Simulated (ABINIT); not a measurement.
# Quasiparticle gap of NaF (Villiaumite) in ABINIT

How does a plane-wave GW calculation on NaF (Villiaumite) run from the first input to the gap?

Calculated with ABINIT 10.8.3; PBEsol and many-body steps on it, plane waves.

## 1. Starting point

Symmetry: Fm-3m, No. 225, cubic system. Conventional cell: a = 4.640 Å, b = 4.640 Å, c = 4.640 Å, α = 90.00°, β = 90.00°, γ = 90.00°. Nearest to Na lie 6 F at 2.32 Å. Nearest to F lie 6 Na at 2.32 Å. Farther neighbours and most contacts between anions are not listed.

The cell and positions come from the Crystallography Open Database and are kept as given unless a step says otherwise.

## 2. Ground state

This step: ABINIT 10.8.3; DFT, PBEsol, plane waves, norm-conserving pseudopotentials.

The ground-state density comes first.

Contents of run.abi:

```
acell 3*1.0 Angstrom
rprim 
  -0.000000000000 2.320000000000 2.320000000000
  2.320000000000 -0.000000000000 2.320000000000
  2.320000000000 2.320000000000 -0.000000000000
ntypat 2
znucl 11 9
natom 2
typat 1 2
xred 
  0.000000000000 0.000000000000 0.000000000000
  0.500000000000 0.500000000000 0.500000000000
pp_dirpath "pseudos"
pseudos "Na.upf, F.upf"
ecut 38
ngkpt 8 8 8
nshiftk 1
shiftk 0 0 0
kptopt 1
chksymbreak 0
nband 13
occopt 1
tolvrs 1e-10
nstep 60
prtwf 0
optforces 0
optstress 0
indata_prefix "in"
outdata_prefix "out"
tmpdata_prefix "tmp"
```

Started as:

```sh
$ OMP_NUM_THREADS=1 mpirun -n 4 abinit run.abi > log
```

Numbers of over 12 decimals in the logs are rounded to 6 here.

What it wrote:

```text
.Version 10.8.3 of ABINIT. v10.8.2 released Aug 2026.

 Symmetries : space group Fm -3 m (#225); Bravais cF (face-center cubic)
================================================================================
 Values of the parameters that define the memory need of the present run
     intxc =       0    ionmov =       0      iscf =       7    lmnmax =       5
     lnmax =       5     mgfft =      36  mpssoang =       3    mqgrid =    3001
     natom =       2  nloc_mem =       1    nspden =       1   nspinor =       1
    nsppol =       1      nsym =      48    n1xccc =    2501    ntypat =       2
    occopt =       1   xclevel =       2
-    mband =          13        mffmem =           1         mkmem =           8
       mpw =        1902          nfft =       46656          nkpt =          29
================================================================================
  Rough estimation (10% accuracy) of disk space for files :
================================================================================

--------------------------------------------------------------------------------
------------- Echo of variables that govern the present computation ------------
--------------------------------------------------------------------------------
 -outvars: echo values of preprocessed input variables --------
            acell      1.8897261259E+00  1.8897261259E+00  1.8897261259E+00 Bohr

      chksymbreak           0
             ecut      3.80000000E+01 Hartree
-          fftalg         312

              ixc     -116133
              kpt      0.00000000E+00  0.00000000E+00  0.00000000E+00
                       1.25000000E-01  0.00000000E+00  0.00000000E+00
                       2.50000000E-01  0.00000000E+00  0.00000000E+00
                       3.75000000E-01  0.00000000E+00  0.00000000E+00
                       5.00000000E-01  0.00000000E+00  0.00000000E+00
                       1.25000000E-01  1.25000000E-01  0.00000000E+00
                       2.50000000E-01  1.25000000E-01  0.00000000E+00
                       3.75000000E-01  1.25000000E-01  0.00000000E+00
                       5.00000000E-01  1.25000000E-01  0.00000000E+00
   [... 18 further rows ...]
                      -3.75000000E-01  5.00000000E-01  1.25000000E-01
                      -2.50000000E-01  5.00000000E-01  2.50000000E-01
         kptrlatt        8    0    0      0    8    0      0    0    8
          kptrlen      4.96011604E+01
P           mkmem           8
            natom           2
            nband          13
            ngfft          36      36      36
             nkpt          29
            nstep          60
             nsym          48
           ntypat           2
              occ      2.000000  2.000000  2.000000  2.000000  2.000000  2.000000
                       2.000000  2.000000  0.000000  0.000000  0.000000  0.000000
                       0.000000
        optforces           0
        optstress           0
            prtwf           0
            rprim     -0.0000000000E+00  2.3200000000E+00  2.3200000000E+00
[...]
spgroup         225

           tolvrs      1.00000000E-10

             xred      0.0000000000E+00  0.0000000000E+00  0.0000000000E+00
[...]
znucl       11.00000    9.00000

================================================================================

 chkinp: Checking input parameters for consistency.

================================================================================
== DATASET  1 ==================================================================
-   mpi_nproc: 4, omp_nthreads: 1 (-1 if OMP is not activated)

--- !DatasetInfo
iteration_state: {dtset: 1, }
dimensions: {natom: 2, nkpt: 29, mband: 13, nsppol: 1, nspinor: 1, nspden: 1, mpw: 1902, }
cutoff_energies: {ecut:  38.0, pawecutdg:  -1.0, }
electrons: {nelect:   1.60000000E+01, charge:   0.00000000E+00, occopt:   1.00000000E+00, tsmear:   1.00000000E-02, }

 Real(R)+Recip(G) space primitive vectors, cartesian coordinates (Bohr,Bohr^-1):
 R(1)=  0.0000000  4.3841646  4.3841646  G(1)= -0.1140468  0.1140468  0.1140468
 R(2)=  4.3841646  0.0000000  4.3841646  G(2)=  0.1140468 -0.1140468  0.1140468
 R(3)=  4.3841646  4.3841646  0.0000000  G(3)=  0.1140468  0.1140468 -0.1140468
 Unit cell volume ucvol=  1.6853517E+02 bohr^3
 Angles (23,13,12)=  6.00000000E+01  6.00000000E+01  6.00000000E+01 degrees

 getcut: wavevector=  0.0000  0.0000  0.0000  ngfft=  36  36  36
         ecut(hartree)=     38.000   => boxcut(ratio)=   2.09240

--- Pseudopotential description ------------------------------------------------
- Na Generated using ONCVPSP code by D. R. Hamann
- 11.00000   9.00000  180301                  znucl, zion, pspdat
12 -116133 1 -1 2016                          pspcod,pspxc,lmax,lloc,mmax
     nproj     2     2     0
  pspatm : epsatm=    9.32918808
         --- l  ekb(1:nproj) -->
[...]
pspatm: atomic psp has been read  and splines computed

- F Generated using ONCVPSP code by D. R. Hamann
-  9.00000   7.00000  180301                  znucl, zion, pspdat
12 -116133 2 -1 832                           pspcod,pspxc,lmax,lloc,mmax
     nproj     2     2     1
  pspatm : epsatm=    4.89824381
         --- l  ekb(1:nproj) -->
[...]
1   -3.978753   -1.295852
             2   -2.394754
 pspatm: atomic psp has been read  and splines computed

   2.27638910E+02                                ecore*ucvol(ha*bohr**3)
--------------------------------------------------------------------------------

_setup2: Arith. and geom. avg. npw (full set) are    1885.064    1885.048

================================================================================

--- !BeginCycle
iteration_state: {dtset: 1, }
solver: {iscf: 7, nstep: 60, nline: 4, wfoptalg: 0, }
tolerances: {tolvrs: 1.00E-10, }

     iter   Etot(hartree)      deltaE(h)  residm     vres2
 ETOT  1  -70.235117210753    -7.024E+01 7.980E-02 2.343E+02
 ETOT  2  -70.249083694559    -1.397E-02 3.399E-03 1.841E+02
 ETOT  3  -70.302400346520    -5.332E-02 2.296E-03 7.804E+00
 ETOT  4  -70.304255055335    -1.855E-03 1.831E-04 9.998E-03
 ETOT  5  -70.304256187108    -1.132E-06 1.502E-05 6.724E-04
 ETOT  6  -70.304256323545    -1.364E-07 7.637E-05 1.308E-05
 ETOT  7  -70.304256324982    -1.438E-09 6.827E-06 1.673E-06
 ETOT  8  -70.304256325347    -3.652E-10 2.259E-05 3.919E-08
 ETOT  9  -70.304256325353    -5.755E-12 2.245E-06 9.064E-10
 ETOT 10  -70.304256325352     1.023E-12 6.528E-06 1.089E-11

 At SCF step   10       vres2   =  1.09E-11 < tolvrs=  1.00E-10 =>converged.

--- !ResultsGS
iteration_state: {dtset: 1, }
comment   : Summary of ground state results
lattice_vectors:
- [ -0.0000000,   4.3841646,   4.3841646, ]
- [  4.3841646,  -0.0000000,   4.3841646, ]
- [  4.3841646,   4.3841646,  -0.0000000, ]
lattice_lengths: [   6.20015,    6.20015,    6.20015, ]
lattice_angles: [ 60.000,  60.000,  60.000, ] # degrees, (23, 13, 12)
lattice_volume:   1.6853517E+02
convergence: {deltae:  1.023E-12, res2:  1.089E-11, residm:  6.528E-06, diffor:  0.000E+00, }
etotal    :  -7.03042563E+01
entropy   :   0.00000000E+00
fermie    :  -5.45562277E-02
cartesian_stress_tensor: null
pressure_GPa: null
xred      :
- [  0.0000E+00,   0.0000E+00,   0.0000E+00, Na]
- [  5.0000E-01,   5.0000E-01,   5.0000E-01,  F]
cartesian_forces: null
force_length_stats: {min: null, max: null, mean: null, }

 Integrated electronic density in atomic spheres:
 ------------------------------------------------
 Atom  Sphere_radius  Integrated_density
    1        2.00000          7.96219400
    2        2.00000          7.02568593
================================================================================

 ----iterations are completed or convergence reached----

 Mean square residual over all n,k,spin=   17.323E-09; max=  65.277E-07
 reduced coordinates (array xred) for    2 atoms
       0.000000000000      0.000000000000      0.000000000000
       0.500000000000      0.500000000000      0.500000000000
 rms dE/dt=  0.0000E+00; max dE/dt=  0.0000E+00; dE/dt below (all hartree)
    1       0.000000000000      0.000000000000      0.000000000000
    2       0.000000000000      0.000000000000      0.000000000000

 cartesian coordinates (angstrom) at end:
    1      0.000000     0.000000     0.000000
    2      2.320000     2.320000     2.320000
 length scales=  1.889726125908  1.889726125908  1.889726125908 bohr
              =  1.000000000000  1.000000000000  1.000000000000 angstroms
 prteigrs : about to open file out_EIG
 Fermi (or HOMO) energy (hartree) =  -0.05456   Average Vxc (hartree)=  -0.34178
 Eigenvalues (hartree) for nkpt=  29  k points:
 kpt#   1, nband= 13, wtk=  0.00195, kpt=  0.0000  0.0000  0.0000 (reduced coord)
  -1.77369   -0.75210   -0.74655   -0.74655   -0.74655   -0.05456   -0.05456   -0.05456
   0.17257    0.64004    0.64004    0.64004    0.73704
 prteigrs : prtvol=0 or 1, do not print more k-points.

--- !EnergyTerms
iteration_state     : {dtset: 1, }
comment             : Components of total free energy in Hartree
kinetic             :  4.40222607282846E+01
hartree             :  2.26544315819409E+01
xc                  : -1.22430832748207E+01
Ewald energy        : -4.18174542933785E+01
psp_core            :  1.35069081150960E+00
local_psp           : -6.67949880356653E+01
non_local_psp       : -1.74761138432226E+01
total_energy        : -7.03042563253521E+01
total_energy_eV     : -1.91307627360561E+03
band_energy         : -9.99275141364064E+00

== END DATASET(S) ==============================================================
================================================================================

 -outvars: echo values of variables after computation  --------
           etotal     -7.0304256325E+01
            nband          13
             nkpt          29
          spgroup         225
 [... the other variables as echoed above ...]

 Calculation completed.
```

The job ended after 8.2 s (4 MPI ranks of Arm Neoverse V1, shared host; peak memory 0.27 GiB).

Numbers from this step:

```yaml
total_energy: -1913.0763 eV
gap: 6.181 eV
k_of_the_valence_top: 0, 0, 0
k_of_the_conduction_bottom: 0, 0, 0
least_direct_gap: 6.181 eV
```

The gap is direct, at Γ.

(Part 1 of 3 ends here.)

[Paths, hosts, dates, memory and timing lines, banners, echoed tables and standing remarks are left out of the program output.]

[Logs are printed without paths, hosts, clocks, repeated set-up lines and the standing remarks that a program may print on its own settings, such as how far it seeks lower states.]

[Runs of the session that timed out or met a known fault of the program may be left out.]

[Hosts, paths, dates, database ids (printed as entryN), source tags and the programs' standing remarks are cut or masked in the printed files.]

[G0W0 gaps are taken among the corrected bands and points alone; a level outside them can change the order at an edge.]

[Where Ansatz stands beside ABINIT at settings called matched, ABINIT's density can come from a denser mesh and the files from another edition; pairs whose starting gaps differed by over 0.03 eV were left out, so agreement reads better than it is.]
